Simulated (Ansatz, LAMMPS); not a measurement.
# Structural relaxation of a frame of liquid (Rb,Na,Cs)Cl from 1400 K (88 atoms), part 2 of 2

How does a frame of liquid (Rb,Na,Cs)Cl from 1400 K (88 atoms) relax, and what do bonds, charges and levels look like afterwards?

Ansatz 0.2.0; Kohn-Sham DFT, r2SCAN, PAW (set soft_2), plane waves.

The cell: 7 Rb, 25 Na, 12 Cs and 44 Cl. The starting topology of bonds comes from the classical model. The ion parameters were fitted for water, not for melts. Sampling is at Γ alone, for a cell whose shortest periodic width is 15 Å. No spin–orbit coupling is included.

So far. Step 3 (Single point at the start): The r.m.s. force component of 0.42 eV/Å and the pressure of -0.24 GPa set the starting point.

## 4. Relaxation

With the cell held, the atoms are moved downhill towards a nearby minimum.

The input, input.yaml:

```yaml
crystal:
  lattice:
    - [15.3395, 0.0, 0.0]
    - [0.0, 15.3395, 0.0]
    - [0.0, 0.0, 15.3395]
  atoms:
    [... the 88 atom lines of step 3 ...]
kpoints:
  mp_grid: { grid: [1, 1, 1] }
hamiltonian:
  xc: r2scan
scf:
  occupations: { method: fermi_dirac, width: 0.121 }
output:
  forces: true
relax:
  f_tol: 0.05
  max_steps: 57
```

On the command line:

```sh
$ ansatz run input.yaml --threads 4 --pin off --max-ram 8192MiB --backend cpu --events-out ev --progress --plain --runs-dir out
```

Output:

```text
band count auto-derived: 446 (N_el = 704.0; filled up to band 352; 440 by the electrons, moments and atoms)
Engine: ansatz 0.2.0, aarch64-unknown-linux-gnu
Pseudopotentials: kind: paw
Pseudopotential: Rb, paw, valence charge 9, recommended cutoff 500 eV (meta_gga), Rb.paw.azcp
Pseudopotential: Na, paw, valence charge 9, recommended cutoff 500 eV (meta_gga), Na.paw.azcp
Pseudopotential: Cs, paw, valence charge 9, recommended cutoff 500 eV (meta_gga), Cs.paw.azcp
Pseudopotential: Cl, paw, valence charge 7, recommended cutoff 500 eV (meta_gga), Cl.paw.azcp
[... 6 lines on functional and potentials left out ...]
Crystal: 88 atoms, lattice volume = 3609.388 Å³
Basis set: ecut = 500 eV, 91911 PW (Γ), exchange–correlation on 480×480×480 points (64 copies of the dense FFT grid, shifted against one another)
Bands: 446, of which v1, the nominal top of the filled ones, is band 352 counted from 1 (351 counted from 0)
Symmetry: 1 space group operations
Space group: P1 (ITA 1), of the structure as read, at distance tolerance 1.5e-4 Å
k-points: 1
[... 13 lines on functional and potentials left out ...]
Initial density: superposition of atomic densities (neutral atoms: chi_scale 0, normalization atom), corrected by the library's trained network
Initial wavefunctions: pseudopotential atomic-orbital guess
Functional: x = r2scan, c = r2scan; τ floored in thin density (d = 2e-4 eV/Å³)
SCF iter   1: F=—  HF=-176230.453136 eV  |F-HF|=—  |Δ(HF+E_count)|=         —  Δρ=4.61e-3  dr2=4.80e-1  dr2_τ=8.27e-2  ethr=1.77e-3  ⟨swp⟩=9.0  Hψ=2112  notcnv=0  defer=13
preconditioner: auto → Resta (q_TF=auto, 2.078 Å⁻¹)  ε∞=2.3  [insulator: Δε(μ)=3.658 eV  Ē_g=11.784 eV  σ=0.121 eV  W_gap=1.00  n_scr=514 (ndim 8)  ℏωp=13.3 eV  f_vac=0.271  D(μ)=0.00/eV (n_scr^D=0)  ε∞_Penn≈2.3]
SCF iter   2: F=—  HF=-176231.198390 eV  |F-HF|=—  |Δ(HF+E_count)|=   7.45e-1  Δρ=1.85e-3  dr2=9.04e-2  dr2_τ=7.83e-3  ethr=6.82e-5  ⟨swp⟩=2.0  Hψ=884  notcnv=0  defer=75
SCF iter   3: F=—  HF=-176231.202083 eV  |F-HF|=—  |Δ(HF+E_count)|=   3.69e-3  Δρ=4.80e-4  dr2=9.39e-3  dr2_τ=4.95e-4  ethr=1.28e-5  ⟨swp⟩=2.0  Hψ=703  notcnv=0  defer=75
SCF iter   4: F=—  HF=-176231.205623 eV  |F-HF|=—  |Δ(HF+E_count)|=   3.54e-3  Δρ=9.62e-5  dr2=5.82e-4  dr2_τ=6.10e-5  ethr=1.33e-6  ⟨swp⟩=2.0  Hψ=655  notcnv=0  defer=75
SCF iter   5: F=—  HF=-176231.206141 eV  |F-HF|=—  |Δ(HF+E_count)|=   5.18e-4  Δρ=3.26e-5  dr2=7.19e-5  dr2_τ=6.76e-6  ethr=8.27e-8  ⟨swp⟩=2.0  Hψ=616  notcnv=0  defer=75
SCF iter   6: F=—  HF=-176231.206270 eV  |F-HF|=—  |Δ(HF+E_count)|=   1.29e-4  Δρ=8.42e-6  dr2=5.93e-6  dr2_τ=4.28e-7  ethr=8.88e-9  ⟨swp⟩=4.0  Hψ=1352  notcnv=0
SCF iter   7: F=-176231.206287 eV  HF=-176231.206286 eV  |F-HF|=9.88e-7  |Δ(HF+E_count)|=   1.62e-5  Δρ=2.59e-6  dr2=4.43e-7  dr2_τ=2.87e-8  ethr=8.43e-10  ⟨swp⟩=1.0  Hψ=1141  notcnv=0
[...]
relax step   2: F+E_penalty+E_count = -176235.11612410 eV  Δ(F+E_penalty+E_count) = -3.910e0 eV  max|allowed force component| = 6.918e-1 eV/Å  Δτ_max = 0.1948 Å  (7 SCF iters, dr2 threshold 1.00e-4 eV, accepted)
relax step   5: F+E_penalty+E_count = -176240.51773086 eV  Δ(F+E_penalty+E_count) = -1.009e0 eV  max|allowed force component| = 2.450e-1 eV/Å  Δτ_max = 0.1950 Å  (7 SCF iters, dr2 threshold 4.93e-5 eV, accepted)
relax step  10: F+E_penalty+E_count = -176242.88546562 eV  Δ(F+E_penalty+E_count) = -3.286e-1 eV  max|allowed force component| = 1.371e-1 eV/Å  Δτ_max = 0.1949 Å  (6 SCF iters, dr2 threshold 2.72e-5 eV, accepted)
relax step  15: F+E_penalty+E_count = -176244.09082713 eV  Δ(F+E_penalty+E_count) = -1.778e-1 eV  max|allowed force component| = 1.558e-1 eV/Å  Δτ_max = 0.1949 Å  (6 SCF iters, dr2 threshold 5.19e-6 eV, accepted)
relax step  20: F+E_penalty+E_count = -176244.56148267 eV  Δ(F+E_penalty+E_count) = -7.823e-2 eV  max|allowed force component| = 1.228e-1 eV/Å  Δτ_max = 0.2000 Å  (6 SCF iters, dr2 threshold 2.30e-5 eV, accepted)
relax step  25: F+E_penalty+E_count = -176244.92225949 eV  Δ(F+E_penalty+E_count) = -5.147e-2 eV  max|allowed force component| = 8.877e-2 eV/Å  Δτ_max = 0.1935 Å  (6 SCF iters, dr2 threshold 8.01e-6 eV, accepted)
[...]
Step cancelled. What follows is not a result of the run: it is the report of the last solve that finished, which converged after 6 SCF iterations.
Free energy (F): -176244.922259 eV
Harris-Foulkes:  -176244.922259 eV  (|F-HF|=1.43e-7)
Internal energy: -176244.922259 eV  (E = F + TS)
E sigma→0 (E₀):  -176244.922259 eV
Entropy (-TS):   -0.000000 eV (-0.000 meV/atom)
Fermi energy:    1.644037 eV
--- Per-component energies (eV) ---
  E_band       = -9529.754536
  E_kinetic    = 13164.020452
  E_local      = -72118.696248  (includes V_loc(G=0)·N_el)
  E_nonlocal   = 5693.659159
  E_hartree    = 27410.668988
  E_xc         = -8343.918492
  E_vxc        = -10067.284000  (∫ρ·V_xc dr)
  E_paw        = -115585.181604  (= ΣΔE_a)
  E_vpaw       = -1617.682025  (= ΣTr[D̂ρ^β])
  E_aug_tail   = 0.001590  (compensation charges beyond the density's cutoff)
  E_vtau       = 594.876999  (kinetic-family band-sum trace: ∫τ·v_τ [+ j·A + Jᵃ·Aᵃ] dr)
  E_ewald      = -26458.387583
  E_core_change = -7.088522  (= ΣΔE_core)
  E_smearing   = -0.000000  (= −TS)
  E_closure    = -0.000000  (closes the sum)
  Σ components = -176244.922259   (vs F -176244.922259, Δ=0.00e0)
--- Forces (eV/Å), atoms counted from 1 ---
  atom   1  Rb     0.01181525     0.00073107     0.00914850
  atom   2  Rb    -0.00649162    -0.00939880     0.00836482
  atom   3  Rb     0.00557410    -0.01911553     0.01826802
  atom   4  Rb    -0.00848566     0.00210975    -0.00823395
  atom   5  Rb    -0.01327964    -0.02622010     0.00152378
  atom   6  Rb    -0.00836388    -0.00696185     0.00253547
  atom   7  Rb     0.03021281     0.01179562    -0.02163142
  atom   8  Na    -0.01345304    -0.00646320     0.01416714
[...]
atom  13  Na    -0.00497351     0.00034329     0.00435344
  atom  14  Na    -0.00507570    -0.00133979    -0.00329038
[...]
atom  87  Cl    -0.02389577     0.00929375     0.01006599
  atom  88  Cl    -0.00284536     0.00225360     0.00963472
  max |Σ_I F_I| component: 4.66e-4 eV/Å
End of that report.
Error: SIGTERM received: cancelled by the caller after 5 completed SCF iterations
```

Run time: 46 min. Hardware: 4 threads of Arm Neoverse V2, shared host; peak memory 7.3 GiB; 3 h of CPU time.

The walk was cut short by its limit. What follows describes the steps that were made.

The steps of the relaxation (22 of 25):

| step | energy less that of the first step (eV) | largest force component (eV/Å) |
| --- | --- | --- |
| 1 | 0.0000 | 1.7574 |
| 2 | -3.9098 | 0.6918 |
| 3 | -6.7048 | 0.4639 |
| 4 | -8.3023 | 0.3311 |
| 6 | -10.0975 | 0.2316 |
| 7 | -10.6347 | 0.2132 |
| 8 | -11.0147 | 0.1870 |
| 9 | -11.3506 | 0.1882 |
| 10 | -11.6792 | 0.1371 |
| 11 | -11.9437 | 0.2073 |
| 12 | -12.2281 | 0.1638 |
| 14 | -12.7067 | 0.1053 |
| 15 | -12.8845 | 0.1558 |
| 16 | -13.0283 | 0.0915 |
| 17 | -13.1476 | 0.0972 |
| 18 | -13.2458 | 0.0745 |
| 19 | -13.2770 | 0.1980 |
| 20 | -13.3552 | 0.1228 |
| 22 | -13.5018 | 0.1059 |
| 23 | -13.5821 | 0.1071 |
| 24 | -13.6645 | 0.0979 |
| 25 | -13.7160 | 0.0888 |

The atoms that moved most (Å):

| atom | dx | dy | dz | length |
| --- | --- | --- | --- | --- |
| Cs35 | 1.976 | 0.248 | -0.534 | 2.061 |
| Cl78 | -1.887 | -0.474 | 0.499 | 2.008 |
| Rb3 | -0.265 | 0.579 | -1.728 | 1.842 |
| Na8 | -1.513 | -0.340 | 0.775 | 1.733 |
| Cl83 | 1.226 | 0.774 | -0.719 | 1.619 |
| Na26 | -1.389 | 0.549 | 0.129 | 1.499 |
| Cl66 | -1.121 | -0.003 | 0.916 | 1.448 |
| Cl45 | 1.325 | 0.064 | 0.571 | 1.444 |

The relaxation changed the energy by -156 meV/atom, and atoms moved by 0.99 Å r.m.s., 2.1 Å at most.

## 5. Local order after relaxation

Bonds before and after, by the cutoffs listed below:

| pair | bonds before | bonds after | mean before (Å) | mean after (Å) | spread before (Å) | spread after (Å) |
| --- | --- | --- | --- | --- | --- | --- |
| Cl-Na | 85 | 101 | 2.844 | 2.767 | 0.187 | 0.101 |
| Cl-Rb | 28 | 38 | 3.303 | 3.443 | 0.287 | 0.174 |

Density 1.99 g/cm³, 41.02 Å³ an atom.

Pair distribution functions g(r), in bins of 0.2 Å:

| r (Å) | total | Cl-Cl | Cl-Na | Cl-Cs | Cl-Rb | Na-Na | Na-Cs |
| --- | --- | --- | --- | --- | --- | --- | --- |
| 2.50 | 0.06 | 0.00 | 0.20 | 0.00 | 0.00 | 0.00 | 0.00 |
| 2.70 | 3.67 | 0.00 | 12.94 | 0.00 | 0.00 | 0.00 | 0.00 |
| 2.90 | 1.03 | 0.00 | 3.61 | 0.00 | 0.00 | 0.00 | 0.00 |
| 3.10 | 0.20 | 0.00 | 0.56 | 0.00 | 0.46 | 0.00 | 0.00 |
| 3.30 | 0.94 | 0.00 | 0.23 | 1.94 | 7.64 | 0.00 | 0.00 |
| 3.50 | 1.54 | 0.00 | 0.00 | 8.37 | 4.58 | 0.39 | 0.00 |
| 3.70 | 1.03 | 0.53 | 0.20 | 2.62 | 2.00 | 3.05 | 0.35 |
| 3.90 | 0.96 | 2.07 | 0.18 | 0.73 | 0.31 | 3.05 | 0.00 |
| 4.10 | 1.15 | 2.21 | 0.08 | 0.81 | 0.83 | 2.50 | 1.97 |
| 4.30 | 1.21 | 2.25 | 0.29 | 0.15 | 0.00 | 1.24 | 2.61 |
| 4.50 | 1.21 | 1.83 | 0.51 | 0.27 | 0.24 | 1.57 | 2.40 |
| 4.70 | 1.16 | 1.81 | 0.70 | 0.48 | 0.21 | 1.26 | 1.95 |
| 4.90 | 0.83 | 0.80 | 0.54 | 0.35 | 0.40 | 1.33 | 1.39 |
| 5.10 | 1.00 | 1.50 | 0.91 | 0.30 | 0.53 | 1.24 | 1.48 |
| 5.30 | 0.87 | 0.74 | 1.06 | 0.40 | 0.66 | 1.14 | 1.20 |
| 5.50 | 0.92 | 1.08 | 0.99 | 0.63 | 0.16 | 0.92 | 1.25 |
| 5.70 | 0.88 | 0.87 | 1.05 | 0.92 | 0.71 | 0.42 | 0.88 |
| 5.90 | 0.96 | 0.72 | 1.46 | 0.78 | 0.66 | 0.13 | 0.81 |
| 6.10 | 0.86 | 0.72 | 1.06 | 0.80 | 0.87 | 0.62 | 1.42 |
| 6.30 | 1.09 | 0.68 | 1.49 | 1.30 | 1.88 | 0.34 | 0.60 |
| 6.50 | 1.19 | 0.70 | 1.73 | 1.02 | 1.45 | 0.99 | 0.68 |
| 6.70 | 1.02 | 0.95 | 1.20 | 1.40 | 1.15 | 0.81 | 0.42 |
| 6.90 | 0.98 | 0.93 | 1.18 | 0.98 | 1.76 | 0.87 | 0.30 |
| 7.10 | 1.02 | 0.95 | 0.83 | 1.67 | 1.20 | 1.37 | 0.39 |
| 7.30 | 0.87 | 0.84 | 1.03 | 1.07 | 1.23 | 0.43 | 0.54 |
| 7.50 | 1.02 | 0.98 | 0.96 | 1.35 | 1.49 | 1.31 | 0.68 |

Bonds by pair of elements; cutoffs follow the first minimum of g(r), held within bounds set by covalent radii, and pairs that aren't listed don't count as bonded:

| pair A-B | cutoff (Å) | bonds | mean length (Å) | spread (Å) | shortest (Å) | B about A | A about B |
| --- | --- | --- | --- | --- | --- | --- | --- |
| Cl-Na | 3.23 | 101 | 2.77 | 0.101 | 2.60 | 2.29 | 4.04 |
| Cl-Cs | 4.05 | 65 | 3.57 | 0.158 | 3.29 | 1.48 | 5.42 |
| Cl-Rb | 3.98 | 38 | 3.44 | 0.174 | 3.17 | 0.864 | 5.43 |

The cutoff for Cl-Cs falls short of the minimum of g(r), so counts run low and odd coordinations can be artefacts.

How many atoms have how many bonded neighbours:

| element | mean | 3 | 4 | 5 | 6 | 7 |
| --- | --- | --- | --- | --- | --- | --- |
| Cl | 4.64 | 1 | 17 | 23 | 3 | 0 |
| Cs | 5.42 | 0 | 0 | 7 | 5 | 0 |
| Na | 4.04 | 3 | 18 | 4 | 0 | 0 |
| Rb | 5.43 | 0 | 1 | 3 | 2 | 1 |

Bond angles, per cent of each kind in bins of 5°:

| angle (°) | Cl-Na-Cl | Cl-Cs-Cl | Cs-Cl-Na | Na-Cl-Na | Cl-Rb-Cl |
| --- | --- | --- | --- | --- | --- |
| 60–65 | 0.0 | 3.5 | 0.0 | 0.0 | 4.6 |
| 65–70 | 0.0 | 7.6 | 0.8 | 0.0 | 3.5 |
| 70–75 | 0.0 | 9.7 | 3.4 | 1.1 | 12.6 |
| 75–80 | 0.6 | 9.7 | 4.2 | 4.3 | 8.1 |
| 80–85 | 5.7 | 6.9 | 21.8 | 15.2 | 5.8 |
| 85–90 | 15.9 | 2.8 | 11.8 | 13.0 | 10.3 |
| 90–95 | 11.5 | 9.0 | 7.6 | 15.2 | 4.6 |
| 95–100 | 9.6 | 4.8 | 7.6 | 4.3 | 4.6 |
| 100–105 | 8.9 | 6.9 | 5.9 | 2.2 | 3.5 |
| 105–110 | 8.9 | 4.1 | 5.0 | 5.4 | 4.6 |
| 110–115 | 5.7 | 1.4 | 4.2 | 4.3 | 4.6 |
| 115–120 | 8.3 | 3.5 | 3.4 | 5.4 | 5.8 |
| 120–125 | 3.8 | 3.5 | 3.4 | 4.3 | 1.1 |
| 125–130 | 4.5 | 5.5 | 5.0 | 4.3 | 4.6 |
| 130–135 | 5.1 | 4.8 | 1.7 | 3.3 | 1.1 |
| 135–140 | 1.3 | 2.8 | 0.0 | 2.2 | 4.6 |
| 140–145 | 0.6 | 3.5 | 4.2 | 1.1 | 4.6 |
| 145–150 | 2.5 | 4.1 | 2.5 | 5.4 | 2.3 |
| 150–155 | 1.9 | 0.0 | 3.4 | 0.0 | 3.5 |
| 155–160 | 3.2 | 2.8 | 1.7 | 1.1 | 3.5 |
| 160–165 | 1.3 | 2.8 | 0.0 | 1.1 | 1.1 |
| 165–170 | 0.0 | 0.0 | 1.7 | 5.4 | 0.0 |
| 170–175 | 0.6 | 0.7 | 0.8 | 0.0 | 1.1 |
| 175–180 | 0.0 | 0.0 | 0.0 | 1.1 | 0.0 |

Bond angles (no mean is given where the spread exceeds 20°):

| angle | count | mean (°) | spread (°) |
| --- | --- | --- | --- |
| Cl-Na-Cl | 157 | - | - |
| Cl-Cs-Cl | 145 | - | - |
| Cs-Cl-Na | 119 | - | - |
| Na-Cl-Na | 92 | - | - |
| Cl-Rb-Cl | 87 | - | - |

Bond length by coordination (bonds to H left out):

| element | coordination | atoms | mean bond length (Å) |
| --- | --- | --- | --- |
| Cl | 3 | 1 | 3.51 |
| Cl | 4 | 17 | 3.04 |
| Cl | 5 | 23 | 3.19 |
| Cl | 6 | 3 | 3.20 |
| Cs | 5 | 7 | 3.55 |
| Cs | 6 | 5 | 3.59 |
| Na | 3 | 3 | 2.68 |
| Na | 4 | 18 | 2.75 |
| Na | 5 | 4 | 2.87 |
| Rb | 4 | 1 | 3.38 |
| Rb | 5 | 3 | 3.36 |
| Rb | 6 | 2 | 3.50 |
| Rb | 7 | 1 | 3.56 |

For some of the pairs, g(r) has its first main peak near 2.7 Å (Cl-Na), 3.5 Å (Cl-Cs), 3.3 Å (Cl-Rb) and 4.3 Å (Na-Cs).

## 6. Results

| Item | Value |
| --- | --- |
| energy change in the relaxation | -155.9 meV/atom |
| r.m.s. displacement | 0.988 Å |
| largest displacement | 2.061 Å |
| wall time of the 2 DFT runs | 49 min |

What this shows: Relaxation lowers the energy by 156 meV/atom and moves atoms by 0.99 Å r.m.s. The relaxation stopped at its limit, so this isn't yet a minimum. From the first step to the last the energy fell by 13.716 eV, and the largest move was 2.06 Å (Cs35). The relaxation was not finished: the largest force component stood at 0.089 eV/Å. The Cl-Rb bonds change most in mean length: from 3.303 Å (spread 0.287) to 3.443 Å (spread 0.174), and their number from 28 to 38.

Caveats: The force components of 0.42 eV/Å r.m.s. reflect the temperature of the frame as well as the gap between the generating potential and DFT. The starting topology of bonds comes from the classical model; in DFT atoms moved by 0.99 Å r.m.s. The pressure of a single frame lacks the kinetic term.

[Logs are printed without paths, hosts, clocks, repeated set-up lines and the standing remarks that a program may print on its own settings, such as how far it seeks lower states.]

[Hosts, paths, dates, database ids (printed as entryN), source tags and the programs' standing remarks are cut or masked in the printed files.]
